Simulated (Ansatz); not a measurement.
# Lattice dynamics of YTl (Pm-3m), part 2 of 2

Aim: the vibrations of YTl (Pm-3m), their spectra, and whether the structure is stable.

Ansatz 0.2.0; DFT PBEsol, scalar-relativistic, plane waves, PAW; PAW set soft_1.

So far. Step 3 (Relaxing to small forces for the phonons): The forces vanish by symmetry and the pressure is 0.000 GPa, within the tolerances set. The cell now holds 26.06 Å³/atom. Step 4 (Linear response at the zone centre): Before it was imposed, the acoustic sum rule was missed by 5.7e-6 eV/Å². Small misses are needed for a sound result but don't prove that mesh and cutoff are converged. The lowest optical mode is real, 102 cm⁻¹. The relaxed cell has a = 3.735 Å (conventional setting).

## 5. Response at finite wavevector

Stability and thermal properties need the whole zone. Linear response on a 4×4×4 q mesh gives force constants as far as a supercell of that size would.

The input, input.yaml:

```yaml
crystal:
  lattice:
    - [3.7354647637, 0.0, 0.0]
    - [0.0, 3.7354647637, 0.0]
    - [0.0, 0.0, 3.7354647637]
  atoms:
    - { symbol: "Y", position: [0.5, 0.5, 0.5] }
    - { symbol: Tl, position: [0.0, 0.0, 0.0] }
kpoints:
  mp_grid: { grid: [12, 12, 12] }
hamiltonian:
  xc: pbesol
  pseudopotentials: { kind: paw, azcp: { folder: soft_1 }, xc_functional: pbe }
scf:
  occupations: { method: methfessel_paxton, width: 0.2 }
output:
  eigenvalues: true
phonons:
  method: dfpt
  qmesh: [4, 4, 4]
  temperatures: { t_max: 1000, t_step: 50 }
  qpath:
    path:
      - [[0.0, 0.0, 0.0], [0.0, 0.5, 0.0], [0.5, 0.5, 0.0], [0.0, 0.0, 0.0], [0.5, 0.5, 0.5], [0.0, 0.5, 0.0]]
      - [[0.5, 0.5, 0.5], [0.5, 0.5, 0.0]]
    npoints: 10
```

Run with:

```bash
$ ansatz run input.yaml --threads 4 --pin off --max-ram 10240MiB --backend cpu --events-out ev --progress --plain --runs-dir out
```

Numbers of over 12 decimals in the logs are rounded to 6 here.

The program printed:

```text
[...]
Crystal: 2 atoms, lattice volume = 52.124 Å³
Basis set: ecut = 420 eV, 1021 PW (Γ), exchange–correlation on 50×50×50 points (8 copies of the dense FFT grid, shifted against one another)
Bands: 16, of which v1, the nominal top of the filled ones, is band 12 counted from 1 (11 counted from 0)
Symmetry: 48 space group operations
k-points: 84 of 1728
[...]
SCF iter   1: F=—  HF=-15094.093072 eV  |F-HF|=—  |Δ(HF+E_count)|=         —  Δρ=3.71e-2  dr2=1.14e0  ethr=3.10e-3  ⟨swp⟩=5.0  Hψ=5815  notcnv=0
[...]
SCF iter  10: F=-15093.688375 eV  HF=-15093.688375 eV  |F-HF|=1.82e-12  |Δ(HF+E_count)|=  3.64e-12  S|Δr|=    0.00e0  Δρ=2.46e-8  dr2=2.86e-13  ethr=1.00e-12  ⟨swp⟩=5.0  Hψ=5387  notcnv=0
[...]
SCF 1 converged in 10 iterations: F = -15093.688375 eV  dr2 = 2.86e-13
[...]
SCF iter   3: F=-15093.688375 eV  HF=-15093.688375 eV  |F-HF|=5.46e-12  |Δ(HF+E_count)|=  2.18e-11  S|Δr|=    0.00e0  Δρ=1.66e-7  dr2=6.68e-12  ethr=1.00e-12  ⟨swp⟩=2.9  Hψ=3193  notcnv=0
SCF 2 converged in 3 iterations: F = -15093.688375 eV  dr2 = 6.68e-12
phonons: the bands overlap, so this run is a metal and interpolates without the dipole-dipole term. If the crystal is really an insulator or semiconductor, its LO-TO splitting is missing
NSCF: frozen V_eff on 84 k-points
[...]
DFPT response loops at q = (0, 0, 0) (fractional): preconditioner auto → Kerker (q_TF=auto, 2.397 Å⁻¹) (partly filled bands, converged f_vac=0.000); β = 1.00, the filter's whole step (`scf.mixing.beta` (0.50) is not read by the response loops under this deck's `scf.mixing.preconditioner`; to damp them name `kerker` or `kerker_dos`, under which they read `scf.mixing.beta`, and type it under 1.00, their step now; both keys bind the ground state too); Broyden in place of MSR1
[...]
SCF converged after 10 iterations
[...]
Free energy (F): -15093.688375 eV
[...]
Internal energy: -15093.685868 eV  (E = F + TS)
E sigma→0 (E₀):  -15093.687749 eV
Entropy (-TS):   -0.002507 eV (-1.254 meV/atom)
Fermi energy:    12.266980 eV
[...]
--- Band table (eV; the first three rows and the last of 84) ---
  k-point 0: bands = [... 8 lower, 0.8195, 3.1749, 12.1381, 12.1381, 15.4030, 15.4030, 15.4030, 15.8523]
  k-point 1: bands = [... 8 lower, 0.8210, 3.2645, 12.0390, 12.1459, 14.8280, 14.8280, 14.9565, 15.8441]
  k-point 2: bands = [... 8 lower, 0.8251, 3.5291, 11.5428, 12.1675, 14.1712, 14.1712, 14.5593, 15.8218]
  k-point 83: bands = [... 8 lower, 1.0604, 7.9615, 9.7125, 9.7125, 9.7125, 16.5951, 16.5951, 16.5951]
--- Phonons (Γ-DFPT): 2 representative perturbations + reference (Σ response iterations 6) ---
  ASR residual: 4.786e-6 → 0.000e0 eV/Å²; symmetrization residual: 3.021e-5 eV/Å²
  ASR residual per site (eV/Å²): 2.62e-6 4.79e-6
  Γ frequencies (cm⁻¹): 0.00 0.00 0.00 101.54 101.54 101.54
--- Phonons (arbitrary-q DFPT): 10 irreducible q on the 4×4×4 mesh ---
  q = [0.0000, 0.0000, 0.0000] (star 1, of the zone-centre solve; hermiticity 2.57e-5, symmetrization 8.03e-12): -0.00 -0.00 -0.00 101.54 101.54 101.54
  q = [0.0000, 0.0000, 0.2500] (star 6, 4 solved perturbations in 1848 linear systems a pass and spin channel, the states on 588 of 1728 k-point pairs; hermiticity 1.19e-5, symmetrization 1.46e-12): 40.62 40.62 55.68 100.44 100.44 129.10
[...]
q = [0.0000, 0.2500, -0.5000] (star 12, 6 solved perturbations on 588 of 1728 k-point pairs; hermiticity 9.35e-6, symmetrization 1.09e-13): 50.21 56.22 57.86 86.70 139.35 158.07
[...]
sum rule: each row above includes the acoustic sum rule's correction from the zone centre's row sums; it moved no ω² by more than (0.09 cm⁻¹)²
  mesh force constants: q→R imaginary residual 4.15e-18; ASR residual 4.786e-6 → 0.000e0 eV/Å²; symmetrization residual 3.553e-15 eV/Å²
  interpolated dispersion: 62 rows × 6 modes
  density of states and harmonic sums: on the 20×20×20 q-mesh, interpolated from the force constants of a 4×4×4 supercell (no non-analytic term)
  largest difference from the sums on the solved wave vectors: F 1.48e-2 eV, S 1.88e-5 and C_V 4.01e-6 eV/K
  zero-point energy: 0.033617 eV/cell   skipped modes (ω ≤ 0): 3   left out of the sums: 6.25e-5 of the cell's modes: C_V's classical limit lies that fraction below 3 k_B per atom; for a crystal, a wire or a layer, F and S can be off by more, and a phonons.interpolated_qmesh denser along its periods is the remedy for the sampling
```

Wall time 5.1 min (4 threads of Arm Neoverse V2, shared host); peak memory 2.1 GiB; 20 min of CPU time.

This step gave:

* sum-rule residual before enforcement: 4.79e-6 eV/Å²
* lowest frequency on the path: 0 cm⁻¹
* highest frequency on the path or at a solved wavevector: 166.6 cm⁻¹
* mean frequency: 90.4 cm⁻¹
* Debye temperature (second moment): 185 K
* logarithmic mean frequency: 80 cm⁻¹
* lowest mode on the q mesh (acoustic modes at Γ apart): 23.31 cm⁻¹
* zero-point energy per atom: 16.81 meV
* heat capacity at 300 K: 24.48 J/(mol atoms K)
* vibrational entropy at 300 K: 49.06 J/(mol atoms K)

Frequencies (cm⁻¹) solved at each irreducible wavevector; negative means imaginary. Frequencies by wavevector, by row:

```tsv
q in reciprocal lattice units	star	mode 1	mode 2	mode 3	mode 4	mode 5	mode 6
0 0 0	1	0	0	0	101.5	101.5	101.5
0 0 0.25	6	40.6	40.6	55.7	100.4	100.4	129.1
0 0 -0.5	3	56.3	56.3	85.3	100.5	100.5	149
0 0.25 0.25	12	23.3	49.4	72.5	95.1	122.5	139.8
0 0.25 -0.5	12	50.2	56.2	57.9	86.7	139.3	158.1
0 -0.5 -0.5	3	41.9	41.9	60.7	76.3	166.6	166.6
0.25 0.25 0.25	8	45	45	62.9	130	130	130.1
0.25 0.25 -0.5	12	45.6	54.1	62.6	116.8	135.6	158.3
0.25 -0.5 -0.5	6	62.1	62.1	70.8	118.1	154.7	154.7
-0.5 -0.5 -0.5	1	87.3	87.3	87.3	138.6	138.6	138.6
```

Interpolated from a 4×4×4 q mesh. The phonon branches at the labelled points (cm⁻¹):

```tsv
point	branch 1	branch 2	branch 3	branch 4	branch 5	branch 6
Γ	0	0	0	102	102	102
halfway	41	41	56	100	100	129
X	56	56	85	100	100	149
halfway	50	56	58	87	139	158
M	42	42	61	76	167	167
halfway	23	49	72	95	122	140
Γ	0	0	0	102	102	102
halfway	45	45	63	130	130	130
R	87	87	87	139	139	139
halfway	46	54	63	117	136	158
X	56	56	85	100	100	149
jump to R	87	87	87	139	139	139
halfway	62	62	71	118	155	155
M	42	42	61	76	167	167
```

The phonon branches as a text plot (rows in cm⁻¹):

```
    163 |           ******                                    ***
    156 |         ** *   **                        ****      *
    149 |      ***  *     ***              *      *    *** **
    142 |     *              *           ** **  ****      *
    135 |    *             **            ***  ****  *     *
    128 |   *      *          *         *         *  *     **
    121 |         *          * *       *           *  *      *
    115 |  *                  *      ***            *  *
    108 | *      *             **   ***              ** *
    101 |*********            *******                  ***    *
     94 |         **       ***
     87 |      **         *                  ****        **    *
     80 |        *  *** **                   *   *      *  *    *
     73 |     *        *   ***              *    **        ***
     66 |    *    *           *      ****  *      ***  *    * *
     59 |   *  ************    *         ***       * *****   * **
     52 |     *   ***    * ***      *    **        *****      *
     45 |    *      *****     *         *           **         **
     38 |   *           **     **      *
     31 |  *              ***        **
     24 | **                 *  *  *
     17 | *                   ** *  *
     10 |*                      ** *
      3 |                        **
         Γ      X      M          Γ            R        X|R     M
```

Tetrahedra on a 20×20×20 mesh, mean over bins of 2 cm-1. Interpolated from a 4×4×4 q mesh. Phonon density of states against wavenumber; read off at these points:

```tsv
wavenumber (cm⁻¹)	phonon density of states (1/cm⁻¹/cell)
1.0	1.0e-5
5.0	1.2e-4
9.0	8.1e-4
15.0	0.00333
19.0	0.00649
23.0	0.0107
27.0	0.0154
33.0	0.0248
37.0	0.0337
41.0	0.0471
45.0	0.074
51.0	0.0764
55.0	0.148
59.0	0.113
63.0	0.0589
69.0	0.0644
73.0	0.0223
77.0	0.0127
81.0	0.0132
87.0	0.0118
91.0	0.0156
95.0	0.0227
99.0	0.0471
101.0	0.0890
105.0	0.0432
109.0	0.0356
113.0	0.0318
117.0	0.0299
123.0	0.0289
127.0	0.0301
131.0	0.0309
135.0	0.0333
141.0	0.0441
145.0	0.0464
149.0	0.0574
151.0	0.0578
153.0	0.0574
159.0	0.0439
163.0	0.0196
167.0	5.1e-4
```

Phonopy on the run's constants, 15x15x15 mesh, Gaussian sigma 2.0 cm-1. Interpolated from a 4×4×4 q mesh. The partial phonon density of states by wavenumber; read off at these points; values in 1/cm⁻¹/cell:

```tsv
wavenumber (cm⁻¹)	Tl	Y
-5.0	3.3e-6	1.7e-6
0.0	1.2e-4	5.0e-5
5.0	2.2e-4	9.0e-5
10.0	7.6e-4	3.0e-4
15.0	0.00344	0.00124
20.0	0.00506	0.00157
25.0	0.0110	0.00327
30.0	0.0155	0.00420
35.0	0.0227	0.00578
40.0	0.0345	0.00855
45.0	0.0522	0.0130
50.0	0.0624	0.0113
55.0	0.104	0.0134
60.0	0.0790	0.00816
65.0	0.0479	0.00553
70.0	0.0502	0.00433
75.0	0.0167	0.00250
80.0	0.00819	0.00567
85.0	0.00339	0.0106
90.0	9.6e-4	0.0125
95.0	0.00193	0.0245
100.0	0.00714	0.0532
105.0	0.00537	0.0358
110.0	0.00413	0.0352
115.0	0.00427	0.0236
120.0	0.00363	0.0251
125.0	0.00503	0.0257
130.0	0.00451	0.0228
135.0	0.00667	0.0328
140.0	0.00621	0.0295
145.0	0.0079	0.0433
150.0	0.00796	0.0468
153.4	0.00837	0.0497
155.0	0.00810	0.0473
160.0	0.00647	0.0322
165.0	0.00226	0.00949
170.0	7.3e-5	2.9e-4
175.0	0	0
```

Second derivatives of the energy by pair, one row for each kind of neighbour of each atom listed. Each entry sums the pair over the periodic images of the supercell that the q mesh stands for, and in a polar crystal it holds the long-range dipole part too. Force constants by pair, by row:

```tsv
atom	neighbour	distance (Å)	third of the trace (eV/Å²)	along the pair's line (eV/Å²)
Y1	itself	0	4.813	–
Y1	Tl	3.235	-0.3396	-1.595
Y1	Y	3.735	-0.3033	-1.105
Y1	Y	5.283	-0.0373	-0.0125
Y1	Tl	6.195	0.0128	0.0712
Y1	Y	6.47	-0.0197	-0.0147
Y1	Y	7.471	0.0226	0.0696
Tl2	itself	0	3.841	–
Tl2	Y	3.235	-0.3396	-1.595
Tl2	Tl	3.735	-0.2578	-0.7536
Tl2	Tl	5.283	0.0024	-0.1223
Tl2	Y	6.195	0.0128	0.0712
Tl2	Tl	6.47	-0.002	0.0511
Tl2	Tl	7.471	0.038	0.1058
```

Harmonic thermodynamic functions per atom, from the density of states. Interpolated from a 4×4×4 q mesh. Thermodynamic functions, by row:

```tsv
T (K)	F_vib (meV/atom)	S (J/mol-atom/K)	C_V (J/mol-atom/K)
0	16.81	0	0
50	14.8	10.62	14.88
100	5.8	23.39	21.3
200	-27.45	39.23	23.92
300	-73.53	49.06	24.48
400	-128.2	56.13	24.68
500	-189.3	61.65	24.77
600	-255.7	66.17	24.82
700	-326.3	70	24.86
800	-400.6	73.32	24.88
900	-478.1	76.25	24.89
1000	-558.5	78.88	24.9
```

Harmonic mean-square displacement, third of the trace. Interpolated from a 4×4×4 q mesh. Mean square displacements, by row:

```tsv
T (K)	Y1 U_eq (Å²)	Tl2 U_eq (Å²)
0	0.00194	0.00153
100	0.00438	0.00501
300	0.01199	0.01452
600	0.02375	0.02895
```

Symmetry leaves 10 wavevectors to solve. The lowest mode among them, the acoustic zeros apart, lies at q = (0, 0.25, 0.25) and is real, 23.3 cm⁻¹.

## 6. Isotope substitution

An isotope changes the mass and not the force constants, so no new electronic calculation is needed; the shifts show which modes move this element.

The same force constants with the mass of Tl changed from 204.380 to 202.972 u (phonopy, no LO-TO term). Both lists are sorted by frequency; levels can cross, so a row need not hold one and the same mode. Modes under 3 cm⁻¹ are left out. Isotope shifts, by row:

```tsv
q	rank	natural mass (cm⁻¹)	changed mass (cm⁻¹)
0 0 0	4	101.5	101.6
0 0 0	5	101.5	101.6
0 0 0	6	101.5	101.6
0 0 0.25	1	40.62	40.74
0 0 0.25	2	40.62	40.74
0 0 0.25	3	55.68	55.85
0 0 0.25	4	100.4	100.5
0 0 0.25	5	100.4	100.5
0 0 0.25	6	129.1	129.2
0 0 -0.5	1	56.29	56.49
0 0 -0.5	2	56.29	56.49
0 0 -0.5	3	85.3	85.6
0 0 -0.5	4	100.5	100.5
0 0 -0.5	5	100.5	100.5
0 0 -0.5	6	149	149
0 0.25 0.25	1	23.31	23.38
0 0.25 0.25	2	49.39	49.54
0 0.25 0.25	3	72.53	72.78
0 0.25 0.25	4	95.13	95.17
0 0.25 0.25	5	122.5	122.5
0 0.25 0.25	6	139.8	139.9
```

A mode of this element alone would shift by +0.35 %. The highest zone-centre frequency without the field goes from 101.5 to 101.6 cm⁻¹ (+0.1 %). The product of the frequency ratios over all optical modes at Γ is 1.003; the product rule, (m/m′)^(3k/2) (M′/M)^(3/2) with k = 1 such atoms and M the mass of the cell, gives 1.003.

## 7. Summary of results

* space group after relaxation (within 0.01 Å): Pm-3m
* volume per atom: 26.1 Å³
* electronic character: no gap on this mesh
* highest optical mode at the zone centre (no LO-TO term): 102 cm⁻¹
* lowest optical zone-centre mode: 102 cm⁻¹
* lowest mode on the q mesh (acoustic modes at Γ apart): 23.3 cm⁻¹
* highest frequency on the path or at a solved wavevector: 167 cm⁻¹
* zero-point energy per atom: 16.8 meV
* heat capacity at 300 K: 24.5 J/(mol atoms K)
* vibrational entropy at 300 K: 49.1 J/(mol atoms K)
* Debye temperature (second moment): 185 K
* imaginary modes on the 4×4×4 q mesh: none

In words: The structure is a minimum as far as tested: no mode is imaginary at the 10 irreducible wavevectors of the 4×4×4 mesh, and the softest away from the acoustic zeros lies at 23 cm⁻¹. The optical modes at Γ form one degenerate level at 102 cm⁻¹. The highest mode in this list at Γ, 101.5 cm⁻¹, has its largest share on Y (70 % of the kinetic energy). With no gap, or one that is small against the smearing, the frequencies hang on the k mesh and the smearing, most of all near Kohn anomalies. Spin-orbit coupling is left out, which can matter for the heavy elements here. The PAW files were made for PBE and serve the other functionals too. These are harmonic frequencies at zero temperature: anharmonic shifts, linewidths and thermal expansion are left out.

[Logs are printed without paths, hosts, clocks, repeated set-up lines and the standing remarks that a program may print on its own settings, such as how far it seeks lower states.]

[Hosts, paths, dates, database ids (printed as entryN), source tags and the programs' standing remarks are cut or masked in the printed files.]
